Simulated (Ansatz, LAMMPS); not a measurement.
# Site preference of Ge in place of Si in amorphous Si0.7Ge0.3 (120 atoms): runs compared

Aim: make Ge in place of Si at several sites of amorphous Si0.7Ge0.3 (120 atoms), relax each, and compare their energies.

Computed with Ansatz 0.2.0: Kohn-Sham DFT, PBE, PAW (set soft_2), plane waves.

**1. The cell as built**

The cell holds 120 atoms: 84 Si and 36 Ge. Cell: a = 13.770 Å, b = 13.770 Å, c = 13.770 Å, α = 90.0°, β = 90.0°, γ = 90.0°. 120 atoms (84 Si, 36 Ge) placed at random at 3.16 g/cm³, melted at 3500 K for 10 ps at fixed volume with the Tersoff potential (Tersoff, Phys. Rev. B 39, 5566 (1989)). Quenched from 3500 K to 700 K at 30 K/ps and fixed volume, held 5 ps, then minimised at fixed cell.

What the set-up can't give: The quench rate of 30 K/ps far exceeds what a furnace or splat quench reaches, so expect more defects and frozen-in strain than in a real sample. The starting topology of bonds comes from the classical model, and needn't be the one that DFT or experiment would give. The Brillouin zone is sampled at Γ only, in a cell whose shortest periodic width is 14 Å.

**2. The reference run**

The reference is a single point at the end of the relaxation.

Every defect cell starts from the geometry of this run and is relaxed in the fixed cell.

Its input, with most atom lines left out:

```yaml
crystal:
  lattice:
    - [13.7704, 0.0, 0.0]
    - [0.0, 13.7704, 0.0]
    - [0.0, 0.0, 13.7704]
  atoms:
    - { symbol: Si, position: [0.05671, 0.99556, 0.87271] }
    - { symbol: Si, position: [0.83497, 0.35468, 0.50196] }
    - { symbol: Si, position: [0.27851, 0.94266, 0.99116] }
    - { symbol: Si, position: [0.55967, 0.51857, 0.99304] }
    - { symbol: Si, position: [0.11456, 0.76962, 0.30539] }
    - { symbol: Si, position: [0.40229, 0.80985, 0.2318] }
    - { symbol: Si, position: [0.78676, 0.61321, 0.68358] }
    [... atom lines 8 to 120 left out ...]
kpoints:
  mp_grid: { grid: [1, 1, 1] }
hamiltonian:
  xc: pbe
scf:
  occupations: { method: fermi_dirac, width: 0.05 }
output:
  forces: true
  stress: true
  populations: intrinsic
  dos:
    method: { smearing: { sigma: 0.15 } }
    de: 0.1
    projected: { site_lists: { Ge: [Ge], Si: [Si] } }
  eigenvalues: true
  write_density: true
  write_potential: true
  volumetric_format: npy
```

* free energy per atom: -1733.3354 eV/atom
* r.m.s. force component: 0.00777 eV/Å
* pressure: -0.4516 GPa

Counting bands leaves a spacing of only 0.12 eV (at Γ alone), which the smearing bridges: 4 levels are partly filled by over 2 %, so a gap, if any, is small at this level.

**3. The runs**

Each row is one run, on 4 threads of Arm Neoverse V1, shared host. The free energy is the program's total, comparable only between runs with the same functional, potentials and atoms.

```tsv
run	atoms	outcome	ionic steps, all passes	free energy (eV)	time	host memory (GiB)
Single point at the start	120	converged	-	-207995.871	48 s	3.6
Relaxation	120	converged	24	-208000.250	14 min	3.6
Single point at the relaxed geometry	120	converged	-	-208000.250	87 s	3.7
Ge on a site of Si, site Si34	120	converged	3	-211659.731	2.8 min	3.7
Ge on a site of Si, site Si53	120	converged	4	-211659.840	3.7 min	3.7
Ge on a site of Si, site Si29	120	converged	3	-211659.372	2.8 min	3.7
Ge on a site of Si, site Si22	120	converged	4	-211659.333	3.9 min	3.7
Ge on a site of Si, site Si49	120	converged	3	-211659.445	2.8 min	3.7
Ge on a site of Si, site Si69	120	converged	3	-211659.381	2.9 min	3.7
```

A closer look about site Si53, the cheapest one, after relaxation: 10 atoms, nearest first, numbered in the order of the input, with positions taken from that point.

```tsv
atom	x	y	z	distance (Å)	bonds
Ge53	-0.06	-0.07	-0.14	0.16	5
Ge106	-2.10	1.56	0.11	2.62	5
Ge111	0.01	1.57	2.14	2.65	6
Si66	2.08	1.56	0.60	2.67	5
Ge119	-1.22	-2.24	1.07	2.77	5
Ge107	2.73	-0.35	-0.79	2.86	4
Si54	-1.45	-0.39	2.66	3.05	4
Si84	-1.82	-2.16	-1.39	3.15	4
Si69	0.14	-1.65	-2.69	3.16	4
Si60	1.71	0.10	-2.98	3.44	4
```

The column of bonds counts only the pairs Si-Si within 2.88 Å, Si-Ge within 2.88 Å, Ge-Ge within 3.08 Å; other neighbours, such as metal atoms beside each other in a compound, aren't counted, and periodic images can show an atom twice.

**4. The sites compared**

All these cells hold the same atoms, so their energies can be compared with no chemical potential.

```tsv
site	neighbours	mean distance (Å)	atoms within 6 Å	energy over the best site (eV)	before relaxation (eV)	gain on relaxing (eV)
Si53	SiGe4	2.67	42	0.00	0.00	0.08
Si34	SiGe2	2.44	41	0.11	0.09	0.06
Si49	Si3Ge	2.40	39	0.40	0.36	0.05
Si69	Si3Ge	2.40	46	0.46	0.44	0.06
Si29	Si4	2.37	42	0.47	0.44	0.05
Si22	Si4	2.34	43	0.51	0.49	0.06
```

Neighbours are those of the relaxed host within 2.88 Å (Si-Si), 2.98 Å (Si-Ge); other pairs aren't counted.

**5. Findings**

The cheapest site is Si53 (5 neighbours, SiGe4); the dearest, Si22 (4 neighbours, Si4), costs 0.51 eV more. By coordination the energies over the best site are 0.11 eV with 3 neighbours, 0.40 to 0.51 eV with 4 neighbours and 0.00 eV with 5 neighbours. Relaxation gains 0.047 to 0.079 eV and leaves the best site the same.

Caveats: Defects are neutral and interact with their images. In a disordered cell the relaxation can also rearrange atoms far from the site. Only 6 of the 84 Si sites were tried; unless symmetry makes the others alike to these, a cheaper one may exist.

The DFT runs together took 35 min of wall time.

[Logs are printed without paths, hosts, clocks, repeated set-up lines and the standing remarks that a program may print on its own settings, such as how far it seeks lower states.]

[Hosts, paths, dates, database ids (printed as entryN), source tags and the programs' standing remarks are cut or masked in the printed files.]
